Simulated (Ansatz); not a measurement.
## Work function of Ni(100): what the settings cost and change

How thick a slab and how much vacuum does the work function of Ni(100) need?

Program: Ansatz 0.2.0. Level of theory: plane-wave DFT, PBE, Ansatz PAW. Values are calculated unless marked as measured.

**What experiment says.**

“Anisotropic work function of elemental crystals” (2019, arxiv:1902.07811) quotes from earlier work for Ni (clean (100) face, a compiled value): work function (clean (100) face, a compiled value) 5.17 eV.

## (1) Starting point

The cell holds 1 atom: 1 Ni. Its edges and angles: a = 2.489 Å, b = 2.489 Å, c = 18.000 Å, α = 90.0°, β = 90.0°, γ = 90.0°. Vacuum lies along c.

## (2) Run, setting 1 layer

A work function rests on the faint tail of the density, so the SCF threshold is tight. The slab grows from one layer, at fixed mesh and 18 Å of vacuum; then the vacuum is varied on one slab.

input.yaml

```yaml
crystal:
  lattice:
    - [2.4890158698, 0.0, 0.0]
    - [0.0, 2.4890158698, 0.0]
    - [0.0, 0.0, 18.0]
  atoms:
    - { symbol: Ni, position: [0.5, 0.5, 0.5], spin: 0.7 }
magnetization:
  spin_polarized: true
kpoints:
  mp_grid: { grid: [16, 16, 1] }
hamiltonian:
  xc: pbe
scf:
  occupations: { method: fermi_dirac, width: 0.1 }
  convergence: { dr2_threshold: 1.0e-09 }
efield:
  axis: 3
  dipole_correction: true
  ramp_position: 0.97
  ramp_width: 0.06
output:
  write_potential: true
  write_density: true
  volumetric_format: npy
  elf: true
```

On the command line:

```
ansatz run input.yaml --threads 4 --pin off --max-ram 6144MiB --backend cpu --events-out ev --progress --plain --runs-dir out
```

Log:

```text
Engine: ansatz 0.2.0, x86_64-unknown-linux-gnu
Pseudopotentials: kind: paw
Pseudopotential: Ni, paw, valence charge 18, recommended cutoff 420 eV (normal), Ni.paw.azcp
Functional definition: PBE
  parameter kappa = 0.804
  parameter beta = 0.066725
  exchange = pbe_x(kappa = kappa, mu = beta*pi^2/3)
  correlation = pbe_c(beta = beta)
Crystal: 1 atoms, lattice volume = 111.514 Å³
Basis set: ecut = 420 eV, 2157 PW (Γ)
Bands: 14, of which v1, the nominal top of the filled ones, is band 9 counted from 1 (8 counted from 0)
Symmetry: 8 space group operations
k-points: 45 of 256
Non-local potential: Ni, projectors of the file, l = 0: 3, l = 1: 2, l = 2: 3, l = 3: 1
PAW form: soft (Blöchl's): semilocal exchange-correlation on the pseudo side does not see the compensation charge
PAW one-centre angular grid: Ni, 590 points (default); XC on 64 Gauss nodes
Initial density: superposition of atomic densities (neutral atoms: chi_scale 0, normalization atom)
Starting moments: Σ|m| = 0.7 μB on 1 of 1 site
Initial wavefunctions: pseudopotential atomic-orbital guess
Functional: x = pbe(κ = 0.804, μ = 0.219515), c = pbe(β = 0.066725)
SCF iter   1: F=—  HF=-5836.959659 eV  |F-HF|=—  |Δ(HF+E_count)|=         —  Δρ=3.67e-2 (↑3.67e-2 ↓1.22e-2)  dr2=7.18e-1  dr2_m=5.68e-1  M=1.109 μB ∫|m|=1.140 μB  β_m=0.51  ethr=3.10e-3  p=0.000 e·Å  D=1.12e-14 V/Å  ΔV_dip=-0.00 eV  dr2_dipole=5.34e-12  V_vac-E_F(+/−)=6.52/6.52 eV  ⟨swp⟩=6.0  Hψ=7254  notcnv=0
Mixer restart at iter 1: flushing history
efield: sawtooth ramp at fractional position 0.9700 (set: `efield.ramp_position`, or a place that a band, a saddle search or an elastic batch's reference lends), width 0.0600; the density the first Hamiltonian is built on has a dipole p = 0.000 e·Å; the dipole correction subtracts the counter field D = 1.12e-14 V/Å, which shifts the + side's vacuum level by -0.00 eV against the − side's; the planar-averaged density in the ramp window peaks in size at 8.9e-6 e/Å³
preconditioner: auto → LDOS  [metal: Δε(μ)=0.011 eV  Ē_g=8.088 eV  σ=0.100 eV  W_gap=0.03  n_scr=10 (ndim 8)  ℏωp=11.1 eV  f_vac=0.757  D(μ)=3.64/eV (n_scr^D=12)]
spin=Collinear: LDOS preconditioning applied to the charge; magnetization (m = ρ↑ − ρ↓) channel mixes plain (no charge-response kernel on spin).
SCF iter   2: F=—  HF=-5837.376733 eV  |F-HF|=—  |Δ(HF+E_count)|=   4.17e-1  Δρ=1.71e-2 (↑1.71e-2 ↓9.39e-3)  dr2=1.93e-1  dr2_m=1.55e-1  M=1.109 μB ∫|m|=1.158 μB  β_m=0.48  ethr=3.10e-3  p=-0.000 e·Å  D=-2.59e-6 V/Å  ΔV_dip=0.00 eV  dr2_dipole=4.86e-11  V_vac-E_F(+/−)=6.04/6.04 eV  ⟨swp⟩=2.7  Hψ=2780  notcnv=0  defer=15
density mixer auto → msr1: a metal under ldos (density of states about μ 3.33 of a free-electron gas's, 10 screened modes)
SCF iter   3: F=—  HF=-5837.830159 eV  |F-HF|=—  |Δ(HF+E_count)|=   4.53e-1  Δρ=7.28e-3 (↑1.55e-3 ↓7.28e-3)  dr2=5.91e-2  dr2_m=1.05e-2  M=1.045 μB ∫|m|=1.114 μB  β_m=0.60  ethr=1.07e-3  p=-0.000 e·Å  D=-6.96e-6 V/Å  ΔV_dip=0.00 eV  dr2_dipole=2.06e-10  V_vac-E_F(+/−)=5.47/5.47 eV  ⟨swp⟩=3.7  Hψ=2637  notcnv=0  defer=15
SCF iter   4: F=—  HF=-5837.937012 eV  |F-HF|=—  |Δ(HF+E_count)|=   1.07e-1  Δρ=3.96e-3 (↑2.30e-3 ↓3.96e-3)  dr2=4.90e-3  dr2_m=8.74e-3  M=1.025 μB ∫|m|=1.103 μB  β_m=0.80  ethr=3.28e-4  p=0.000 e·Å  D=2.07e-6 V/Å  ΔV_dip=-0.00 eV  dr2_dipole=9.53e-11  V_vac-E_F(+/−)=5.24/5.24 eV  ⟨swp⟩=2.6  Hψ=2418  notcnv=0  defer=16
SCF iter   5: F=—  HF=-5837.973321 eV  |F-HF|=—  |Δ(HF+E_count)|=   3.63e-2  Δρ=1.60e-3 (↑3.00e-4 ↓1.60e-3)  dr2=1.26e-3  dr2_m=8.52e-4  M=0.986 μB ∫|m|=1.068 μB  β_m=0.90  ethr=2.72e-5  p=-0.000 e·Å  D=-4.20e-6 V/Å  ΔV_dip=0.00 eV  dr2_dipole=4.70e-10  V_vac-E_F(+/−)=5.14/5.14 eV  ⟨swp⟩=2.2  Hψ=2597  notcnv=0  defer=18
SCF iter   6: F=—  HF=-5837.974632 eV  |F-HF|=—  |Δ(HF+E_count)|=   1.31e-3  Δρ=3.10e-4 (↑1.71e-4 ↓3.10e-4)  dr2=1.64e-5  dr2_m=5.13e-5  M=0.979 μB ∫|m|=1.064 μB  β_m=0.95  ethr=7.01e-6  p=0.000 e·Å  D=1.26e-5 V/Å  ΔV_dip=-0.00 eV  dr2_dipole=2.57e-9  V_vac-E_F(+/−)=5.11/5.11 eV  ⟨swp⟩=2.0  Hψ=2194  notcnv=0  defer=19
SCF iter   7: F=—  HF=-5837.974647 eV  |F-HF|=—  |Δ(HF+E_count)|=   1.47e-5  Δρ=1.44e-4 (↑3.09e-5 ↓1.44e-4)  dr2=1.11e-5  dr2_m=4.90e-6  M=0.980 μB ∫|m|=1.065 μB  β_m=0.98  ethr=9.11e-8  p=-0.000 e·Å  D=-1.29e-5 V/Å  ΔV_dip=0.00 eV  dr2_dipole=2.78e-9  V_vac-E_F(+/−)=5.11/5.11 eV  ⟨swp⟩=2.4  Hψ=2275  notcnv=0  defer=19
SCF iter   8: F=—  HF=-5837.974655 eV  |F-HF|=—  |Δ(HF+E_count)|=   8.57e-6  Δρ=3.79e-5 (↑9.82e-6 ↓3.79e-5)  dr2=2.68e-7  dr2_m=4.69e-7  M=0.979 μB ∫|m|=1.065 μB  β_m=0.99  ethr=6.17e-8  p=0.000 e·Å  D=2.77e-5 V/Å  ΔV_dip=-0.00 eV  dr2_dipole=1.26e-8  V_vac-E_F(+/−)=5.12/5.12 eV  ⟨swp⟩=2.3  Hψ=1864  notcnv=0  defer=19
SCF iter   9: F=—  HF=-5837.974656 eV  |F-HF|=—  |Δ(HF+E_count)|=   3.67e-7  Δρ=2.34e-5 (↑5.52e-6 ↓2.34e-5)  dr2=5.44e-7  dr2_m=1.44e-7  M=0.979 μB ∫|m|=1.065 μB  β_m=0.99  ethr=1.49e-9  p=-0.000 e·Å  D=-3.86e-5 V/Å  ΔV_dip=0.00 eV  dr2_dipole=2.46e-8  V_vac-E_F(+/−)=5.12/5.12 eV  ⟨swp⟩=2.0  Hψ=2098  notcnv=0  defer=19
SCF iter  10: F=—  HF=-5837.974656 eV  |F-HF|=—  |Δ(HF+E_count)|=   9.21e-8  Δρ=5.67e-6 (↑2.31e-6 ↓5.67e-6)  dr2=1.18e-7  dr2_m=6.51e-9  M=0.979 μB ∫|m|=1.065 μB  β_m=0.85  ethr=1.49e-9  p=0.000 e·Å  D=2.96e-5 V/Å  ΔV_dip=-0.00 eV  dr2_dipole=1.44e-8  V_vac-E_F(+/−)=5.12/5.12 eV  ⟨swp⟩=2.0  Hψ=1717  notcnv=0  defer=19
SCF iter  11: F=—  HF=-5837.974656 eV  |F-HF|=—  |Δ(HF+E_count)|=   2.39e-8  Δρ=1.80e-6 (↑4.46e-7 ↓1.80e-6)  dr2=8.16e-10  dr2_m=8.68e-10  M=0.979 μB ∫|m|=1.065 μB  β_m=0.92  ethr=6.55e-10  p=-0.000 e·Å  D=-8.39e-7 V/Å  ΔV_dip=0.00 eV  dr2_dipole=1.08e-11  V_vac-E_F(+/−)=5.12/5.12 eV  ⟨swp⟩=2.3  Hψ=1628  notcnv=0  defer=19
SCF iter  12: F=—  HF=-5837.974656 eV  |F-HF|=—  |Δ(HF+E_count)|=   5.83e-9  Δρ=4.79e-7 (↑2.02e-7 ↓4.79e-7)  dr2=4.98e-11  dr2_m=1.11e-10  M=0.979 μB ∫|m|=1.065 μB  β_m=0.96  ethr=4.53e-12  p=-0.000 e·Å  D=-6.38e-8 V/Å  ΔV_dip=0.00 eV  dr2_dipole=1.27e-15  V_vac-E_F(+/−)=5.12/5.12 eV  ⟨swp⟩=2.4  Hψ=2192  notcnv=0  defer=19
SCF iter  13: F=-5837.974656 eV  HF=-5837.974656 eV  |F-HF|=3.55e-11  |Δ(HF+E_count)|=  2.55e-11  Δρ=1.56e-7 (↑4.56e-8 ↓1.56e-7)  dr2=1.01e-11  dr2_m=5.38e-12  M=0.979 μB ∫|m|=1.065 μB  ethr=1.00e-12  p=0.000 e·Å  D=1.35e-8 V/Å  ΔV_dip=-0.00 eV  dr2_dipole=2.26e-15  V_vac-E_F(+/−)=5.12/5.12 eV  ⟨swp⟩=3.3  Hψ=4831  notcnv=0
SCF 1 converged in 13 iterations: F = -5837.974656 eV  dr2 = 1.01e-11
  greatest PAW one-centre occupation: 1.002 electrons in one spin orbital (limit 2), on the Ni atom at site 0 (counted from 0), in its partial waves of l = 1
WARN: The output density's exchange-correlation potential varies sharply where the density is thin. Do not read a vacuum level from v_tot or v_xc, or from such a field of the output density. On a cell that repeats whose density bears no net charge and no dipole along the vacuum's axis use v_es (v_loc + v_h of the components); under efield.dipole_correction with no amplitude use v_es + v_field, which holds any externa [...]
SCF converged after 13 iterations
Magnetization: 0.9792 μB (9.4896 up, 8.5104 down)
Absolute magnetization: 1.0647 μB (∫|ρ↑−ρ↓|, with the PAW one-centre terms)
Spin contamination: 0.0161 ħ² per cell (⟨S²⟩ above its minimum at these occupations)
Per-site moments (μB) at R_I (Å): [(1.014797, 1.026719)]
Free energy (F): -5837.974656 eV
Harris-Foulkes:  -5837.974656 eV  (|F-HF|=3.55e-11)
Internal energy: -5837.883706 eV  (E = F + TS)
E sigma→0 (E₀):  -5837.929181 eV
Entropy (-TS):   -0.090950 eV (-90.950 meV/atom)
Fermi energy:    -2.758400 eV
Dipole field:    D = -0.000000 V/Å  (p = -0.000000 e·Å, saw-weighted, corrected)
Work function:   Φ+ = 5.1154 eV   Φ− = 5.1155 eV
Levels:          The Fermi level and band energies are counted from a zero that moves with the ramp; work functions are not
--- Per-component energies (eV) ---
  E_band       = -648.011033
  E_kinetic    = 278.602948
  E_local      = -16040.776756  (includes V_loc(G=0)·N_el)
  E_nonlocal   = 643.026351
  E_hartree    = 7555.559564
  E_xc         = -80.872650
  E_vxc        = -103.923757  (∫ρ·V_xc dr)
  E_paw        = -1635.655314  (= ΣΔE_a)
  E_vpaw       = -536.059630  (= ΣTr[D̂ρ^β])
  E_aug_tail   = 0.000500  (compensation charges beyond the density's cutoff)
  E_efield     = 0.000000  (sawtooth field / dipole correction)
  E_vefield    = 0.000000  (∫n·V_field dr)
  E_ewald      = 3442.231652
  E_smearing   = -0.090950  (= −TS)
  E_closure    = -0.000000  (closes the sum)
  Σ components = -5837.974656   (vs F -5837.974656, Δ=0.00e0)
--- Band table (eV; the first three rows and the last of 90) ---
  k-point 0 ↑: bands = [... 5 lower, -5.7084, -4.3545, -3.7528, -3.7528, -3.6562, -1.5272, 1.9744, 2.6351, ... 1 higher]
  k-point 1 ↑: bands = [... 5 lower, -5.6744, -4.3331, -3.8417, -3.7490, -3.6843, -1.3737, 2.0661, 2.7328, ... 1 higher]
  k-point 2 ↑: bands = [... 5 lower, -5.5688, -4.2710, -4.0570, -3.7636, -3.7379, -0.9598, 2.3413, 3.0251, ... 1 higher]
  k-point 44 ↓: bands = [... 5 lower, -3.6169, -3.6169, -2.7926, -1.9845, 4.0349, 4.0349, 8.3419, 8.7944, ... 1 higher]
```

The job ended after 11 s (4 threads of Intel Xeon 6975P-C (Granite Rapids), shared host; peak memory 0.55 GiB; 25 s of CPU time).

Read from the output:

| Quantity | Value |
| --- | --- |
| energy at zero smearing | -5837.9292 eV |
| total moment | 0.9792 μB |
| site moments | 1.015 μB |
| work function, upper face | 5.115 eV |

Running mean over 1.76 Å of the planar mean; the ramp of the sawtooth is left out. The electron's electrostatic potential energy less the Fermi level by z:

z (Å), electron's electrostatic potential energy less the Fermi level (eV) and a bar from the least value:
```
     2.88       5.12 ##############################
     3.17       5.12 ##############################
     3.60       5.12 ##############################
     3.89       5.12 ##############################
     4.18       5.12 ##############################
     4.46       5.12 ##############################
     4.90       5.11 ##############################
     5.18       5.11 ##############################
     5.47       5.11 ##############################
     5.90       5.09 ##############################
     6.19       5.06 ##############################
     6.48       5.00 ##############################
     6.91       4.76 #############################
     7.20       4.34 ############################
     7.49       3.31 ##########################
     7.78       1.06 #####################
     8.21      -4.08 ###########
     8.50      -7.24 ####
     8.78      -9.09 
     9.22      -9.09 
     9.50      -7.24 ####
     9.79      -4.08 ###########
    10.22       1.06 #####################
    10.51       3.31 ##########################
    10.80       4.34 ############################
    11.09       4.76 #############################
    11.52       5.00 ##############################
    11.81       5.06 ##############################
    12.10       5.09 ##############################
    12.53       5.11 ##############################
    12.82       5.11 ##############################
    13.10       5.11 ##############################
    13.54       5.12 ##############################
    13.82       5.12 ##############################
    14.11       5.12 ##############################
    14.40       5.12 ##############################
    14.83       5.12 ##############################
    15.12       5.12 ##############################
```

Site moment by atom:

| atom | site moment (μB) |
| --- | --- |
| Ni1 | 1.01 |

Spin density in the ca plane at fractional y = 0.500, with atoms of Ni within 0.2 Å of it.

Values in units of 1e-1 e/Å³, 5 rows by 16 columns, each cell a mean:
```
0.0 0.0 0.0 0.0 0.0 0.0 0.0 0.1 0.2 0.0 0.0 0.0 0.0 0.0 0.0 0.0
0.0 0.0 0.0 0.0 0.0 0.0 0.0 2.2 4.2 0.0 0.0 0.0 0.0 0.0 0.0 0.0
0.0 0.0 0.0 0.0 0.0 0.0 0.0 4.7 9.9 0.0 0.0 0.0 0.0 0.0 0.0 0.0
0.0 0.0 0.0 0.0 0.0 0.0 0.0 0.9 1.4 0.0 0.0 0.0 0.0 0.0 0.0 0.0
0.0 0.0 0.0 0.0 0.0 0.0 0.0 0.0 0.0 0.0 0.0 0.0 0.0 0.0 0.0 0.0
```
Columns run along c (18.0 Å), rows up along a (2.5 Å). Atoms in or near the plane, at fractional coordinates: Ni at (0.50, 0.50).

Electrostatic potential energy in the ca plane at fractional y = 0.500, with atoms of Ni within 0.2 Å of it. With pseudopotentials it is smooth inside the atoms' cores, unlike the true potential.

Ten even steps from '0' (-37 eV) to '9' (2 eV), each cell a mean:
```
99999999999999999999877899999999999999999999
99999999999999999999721589999999999999999999
99999999999999999998300079999999999999999999
99999999999999999998200069999999999999999999
99999999999999999998200069999999999999999999
99999999999999999999610389999999999999999999
99999999999999999999865799999999999999999999
99999999999999999999988899999999999999999999
```
Columns run along c (18.0 Å; values clipped at the 3rd and 97th percentile), rows up along a (2.5 Å). Atoms in or near the plane, at fractional coordinates: Ni at (0.50, 0.50).

Valence density in the ca plane at fractional y = 0.500, with atoms of Ni within 0.2 Å of it. It is the smooth field of the valence electrons, not physical close to the nuclei.

Ten steps, logarithmic in the rise over the least value, from '0' (0 e/Å³) to '9' (41 e/Å³), each cell a mean:
```
00000000000000000000011100000000000000000000
00000000000000000000134200000000000000000000
00000000000000000000267410000000000000000000
00000000000000000000389610000000000000000000
00000000000000000000379510000000000000000000
00000000000000000000145310000000000000000000
00000000000000000000012100000000000000000000
00000000000000000000011000000000000000000000
```
Columns run along c (18.0 Å), rows up along a (2.5 Å). Atoms in or near the plane, at fractional coordinates: Ni at (0.50, 0.50).

The work function is 5.115 eV.

## (3) Run, 2 atoms

System of this step: Ni(100). The cell holds 2 atoms: 2 Ni. Cell: a = 2.489 Å, b = 2.489 Å, c = 19.760 Å, α = 90.0°, β = 90.0°, γ = 90.0°. Vacuum lies along c.

input.yaml, the sections that differ from step 2:

```yaml
crystal:
  lattice:
    - [2.4890158698, 0.0, 0.0]
    - [0.0, 2.4890158698, 0.0]
    - [0.0, 0.0, 19.76]
  atoms:
    - { symbol: Ni, position: [0.5, 0.5, 0.455465587], spin: 0.7 }
    - { symbol: Ni, position: [0.0, 0.0, 0.544534413], spin: 0.7 }
output:
  write_potential: true
  write_density: true
  volumetric_format: npy
# magnetization, kpoints, hamiltonian, scf, efield: as in step 2
```

Log:

```text
[...]
Crystal: 2 atoms, lattice volume = 122.417 Å³
Basis set: ecut = 420 eV, 2379 PW (Γ)
Bands: 23, of which v1, the nominal top of the filled ones, is band 18 counted from 1 (17 counted from 0)
Symmetry: 8 space group operations
k-points: 45 of 256
[...]
k-point 1 ↑: bands = [... 14 lower, -2.2153, -1.8239, -1.7448, -1.5359, -1.3875, -1.3652, 0.8055, 4.0180, ... 1 higher]
  k-point 2 ↑: bands = [... 14 lower, -2.1955, -1.8619, -1.8038, -1.5114, -1.4329, -1.3547, 1.3069, 4.2904, ... 1 higher]
  k-point 44 ↓: bands = [... 14 lower, -0.8489, -0.8489, -0.1021, -0.1021, 4.0557, 4.0557, 8.9054, 8.9054, ... 1 higher]
[key lines of the parts left out:]
SCF converged after 14 iterations
Magnetization: 1.4432 μB (18.7216 up, 17.2784 down)
Free energy (F): -11677.752608 eV
Fermi energy:    -0.777305 eV
Dipole field:    D = -0.000000 V/Å  (p = -0.000000 e·Å, saw-weighted, corrected)
Work function:   Φ+ = 4.9702 eV   Φ− = 4.9703 eV
```

Run time: 19 s. Hardware: 4 threads; peak memory 0.59 GiB.

The work function is 4.970 eV, -0.145 eV from the run “1 layer”, at 1.9 times its CPU time.

## (4) Slab, 3 atoms

System of this step: Ni(100). The cell holds 3 atoms: 3 Ni. Cell: a = 2.489 Å, b = 2.489 Å, c = 21.520 Å, α = 90.0°, β = 90.0°, γ = 90.0°. Vacuum lies along c.

input.yaml, the sections that differ from step 3:

```yaml
crystal:
  lattice:
    - [2.4890158698, 0.0, 0.0]
    - [0.0, 2.4890158698, 0.0]
    - [0.0, 0.0, 21.52]
  atoms:
    - { symbol: Ni, position: [0.0, 0.0, 0.4182156134], spin: 0.7 }
    - { symbol: Ni, position: [0.5, 0.5, 0.5], spin: 0.7 }
    - { symbol: Ni, position: [0.0, 0.0, 0.5817843866], spin: 0.7 }
# magnetization, kpoints, hamiltonian, scf, efield, output: as in step 3
```

Log:

```text
[...]
Crystal: 3 atoms, lattice volume = 133.321 Å³
Basis set: ecut = 420 eV, 2567 PW (Γ)
Bands: 34, of which v1, the nominal top of the filled ones, is band 27 counted from 1 (26 counted from 0)
Symmetry: 8 space group operations
k-points: 45 of 256
[...]
k-point 1 ↑: bands = [... 23 lower, -0.4547, -0.2345, 0.0388, 0.0850, 0.2233, 0.2557, 0.5584, 2.5735, ... 3 higher]
  k-point 2 ↑: bands = [... 23 lower, -0.5356, -0.1955, -0.1827, -0.0648, 0.1621, 0.2804, 0.9899, 3.1311, ... 3 higher]
  k-point 44 ↓: bands = [... 23 lower, 0.9269, 1.1752, 1.5170, 1.5176, 4.7864, 4.7864, 8.1237, 8.1237, ... 3 higher]
[key lines of the parts left out:]
SCF converged after 15 iterations
Magnetization: 2.1222 μB (28.0611 up, 25.9389 down)
Free energy (F): -17517.488715 eV
Fermi energy:    0.820715 eV
Dipole field:    D = 0.000000 V/Å  (p = 0.000000 e·Å, saw-weighted, corrected)
Work function:   Φ+ = 4.9026 eV   Φ− = 4.9026 eV
```

Run time: 32 s. Hardware: 4 threads; peak memory 0.74 GiB.

The work function is 4.903 eV, -0.068 eV from the run “2 layers”, at 1.7 times its CPU time.

## (5) Run, 4 atoms

System of this step: Ni(100). The cell holds 4 atoms: 4 Ni. Cell: a = 2.489 Å, b = 2.489 Å, c = 23.280 Å, α = 90.0°, β = 90.0°, γ = 90.0°. Vacuum lies along c.

input.yaml, the sections that differ from step 4:

```yaml
crystal:
  lattice:
    - [2.4890158698, 0.0, 0.0]
    - [0.0, 2.4890158698, 0.0]
    - [0.0, 0.0, 23.28]
  atoms:
    - { symbol: Ni, position: [0.5, 0.5, 0.3865979381], spin: 0.7 }
    - { symbol: Ni, position: [0.0, 0.0, 0.4621993127], spin: 0.7 }
    - { symbol: Ni, position: [0.5, 0.5, 0.5378006873], spin: 0.7 }
    - { symbol: Ni, position: [0.0, 0.0, 0.6134020619], spin: 0.7 }
# magnetization, kpoints, hamiltonian, scf, efield, output: as in step 4
```

Log:

```text
[...]
Crystal: 4 atoms, lattice volume = 144.224 Å³
Basis set: ecut = 420 eV, 2797 PW (Γ)
Bands: 45, of which v1, the nominal top of the filled ones, is band 36 counted from 1 (35 counted from 0)
Symmetry: 8 space group operations
k-points: 45 of 256
[...]
k-point 1 ↑: bands = [... 32 lower, 1.0620, 1.0875, 1.3129, 1.4290, 1.4388, 1.5496, 1.6070, 2.4395, ... 5 higher]
  k-point 2 ↑: bands = [... 32 lower, 0.9322, 0.9380, 1.2899, 1.3360, 1.3509, 1.5159, 1.6175, 2.9295, ... 5 higher]
  k-point 44 ↓: bands = [... 32 lower, 2.5286, 2.5286, 2.8230, 2.8230, 5.6434, 5.6434, 8.1166, 8.1166, ... 5 higher]
[key lines of the parts left out:]
SCF converged after 17 iterations
Magnetization: 2.7198 μB (37.3599 up, 34.6401 down)
Free energy (F): -23357.241595 eV
Fermi energy:    2.140812 eV
Dipole field:    D = 0.000011 V/Å  (p = 0.000008 e·Å, saw-weighted, corrected)
Work function:   Φ+ = 4.8840 eV   Φ− = 4.8843 eV
```

Elapsed: 47 s, on 4 threads; peak memory 0.87 GiB.

The work function is 4.884 eV, -0.019 eV from the run “3 layers”, at 1.7 times its CPU time.

[end of part 1 of 3]

[Long decimals in the printed logs are rounded to 6 places.]

[Logs are printed without paths, hosts, clocks, repeated set-up lines and the standing remarks that a program may print on its own settings, such as how far it seeks lower states.]

[Hosts, paths, dates, database ids (printed as entryN), source tags and the programs' standing remarks are cut or masked in the printed files.]

[Maps of the electrostatic potential energy from Ansatz leave out the sawtooth potential of an applied field or a dipole correction, so their vacuum need not be flat; planar profiles and work functions include it.]
